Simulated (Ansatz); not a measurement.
# ρ(T) of CaAs2Pd2 (I4/mmm) in two numbers

Wanted: a compact model of ρ(T) for CaAs2Pd2 (I4/mmm) and a check of it.

The resistivities were computed with Ansatz 0.2.0 (DFT PBEsol, scalar-relativistic, plane waves, PAW) from the linearised Boltzmann equation with harmonic phonons, on q 4×4×4, k 12×12×12, scattering 20×20×20; the fit below is done by hand on them.

### Step 1. Computed resistivities

The structure is tetragonal, space group I4/mmm (No. 139). Conventional cell: a = 4.277 Å, b = 4.277 Å, c = 10.128 Å, α = 90.00°, β = 90.00°, γ = 90.00°. Ca on site a is surrounded by 10 As at 3.26 to 3.84 Å and 8 Pd at 3.31 Å. As on site e is surrounded by 1 As at 2.45 Å and 4 Pd at 2.51 Å and 5 Ca at 3.26 to 3.84 Å. Pd on site d is surrounded by 4 As at 2.51 Å and 4 Pd at 3.02 Å and 4 Ca at 3.31 Å.

This is the relaxed cell of the run, from steps not shown here.

The mean resistivity of the three axes from 50 to 800 K, with one row held back; the colder rows stay outside the fit and test it at the end:

| T (K) | ρ (μΩ cm) |
| --- | --- |
| 50 | 2.958 |
| 80 | 6.199 |
| 100 | 8.427 |
| 150 | 13.92 |
| 200 | 19.26 |
| 273 | 26.93 |
| 300 | 29.75 |
| 400 | ? |
| 500 | 50.57 |
| 600 | 61.06 |
| 800 | 82.34 |

The resistivity is not converged: the component that moves most changes by 11 % between the two finest meshes at 300 K.

### Step 2. The fit

Bloch and Grüneisen's form is ρ(T) = A (T/Θ)⁵ J₅(Θ/T), with J₅(z) the integral of x⁵/((eˣ − 1)(1 − e⁻ˣ)) from 0 to z. It goes as T⁵ far below Θ and as A T/(4Θ) far above. For a trial Θ the best A is the geometric mean of ρ/[(T/Θ)⁵ J₅] over the rows, and the scatter of that ratio measures the fit:

| Θ (K) | A (μΩ cm) | scatter (%) |
| --- | --- | --- |
| 100 | 37.61 | 10.3 |
| 132 | 51.12 | 6.0 |
| 150 | 59.23 | 3.4 |
| 166 | 66.81 | 1.9 |
| 182 | 74.76 | 3.5 |
| 208 | 88.60 | 8.4 |
| 248 | 112.4 | 17.0 |

The scatter is least at Θ = 166 K, with A = 66.81 μΩ cm (1.9 % r.m.s.).

| T (K) | computed | fit |
| --- | --- | --- |
| 50 | 2.958 | 2.887 |
| 80 | 6.199 | 6.397 |
| 100 | 8.427 | 8.667 |
| 150 | 13.92 | 14.11 |
| 200 | 19.26 | 19.37 |
| 273 | 26.93 | 26.91 |
| 300 | 29.75 | 29.68 |
| 500 | 50.57 | 50.00 |
| 600 | 61.06 | 60.11 |
| 800 | 82.34 | 80.30 |

### Step 3. The row held back

At T = 400 K, Θ/T = 0.415, J₅ = 0.007345 and (T/Θ)⁵ = 81.24, so the fit gives 39.86 μΩ cm. The computed value is 40.15 μΩ cm: the fit is off by -0.71 %. Outside its range, at 20 K, it gives 0.177 against 0.347 μΩ cm computed, 0.51 times that; at that temperature the run's own test moves by 12 % between meshes in the component that moves most. Among the rows used, the largest miss is +3.2 %, at 80 K.

### Step 4. Reading Θ and A

Θ = 166 K is 1.60 times ħω_log/k_B (104 K) and 0.45 of the highest phonon frequency (366 K). The high-temperature slope of the fit, A/(4Θ), is 0.101 μΩ cm/K. The same slope from the run's transport coupling and plasma energy, 2π k_B λ_tr/(ħ ε₀ ω_p²) with λ_tr = 0.640, 0.640, 0.459 (xx, yy, zz) and ħω_p = 4.36, 4.36, 5.89 (xx, yy, zz) eV, is 0.108 μΩ cm/K in the mean of the axes, +7.3 % from it. For comparison, the computed rows rise by 0.106 μΩ cm/K between the two hottest.

### Step 5. Outcome

```json
{"Θ": "166 K", "A": "66.81 μΩ cm", "scatter of the fit": "1.9 %", "held-back row at 400 K, fit against computed": "39.86 against 40.15 μΩ cm"}
```

What this shows: Two numbers, Θ = 166 K and A = 66.8 μΩ cm, hold the computed ρ(T) from 50 to 800 K within 1.90 % r.m.s. and predict the held-back row within 0.71 %. At 20 K, outside the rows fitted, it gives 0.51 times the computed value. By the run's own test the resistivity at 300 K moves by 11 % between its two finest scattering meshes, in the component that moves most. The mean hides an anisotropy: at 300 K the components are 36.9, 36.9, 15.5 (xx, yy, zz) μΩ cm. The fit describes the calculation: impurities, thermal expansion, changes of phase and anharmonicity are in neither.

[Logs are printed without paths, hosts, clocks, repeated set-up lines and the standing remarks that a program may print on its own settings, such as how far it seeks lower states.]

[Hosts, paths, dates, database ids (printed as entryN), source tags and the programs' standing remarks are cut or masked in the printed files.]
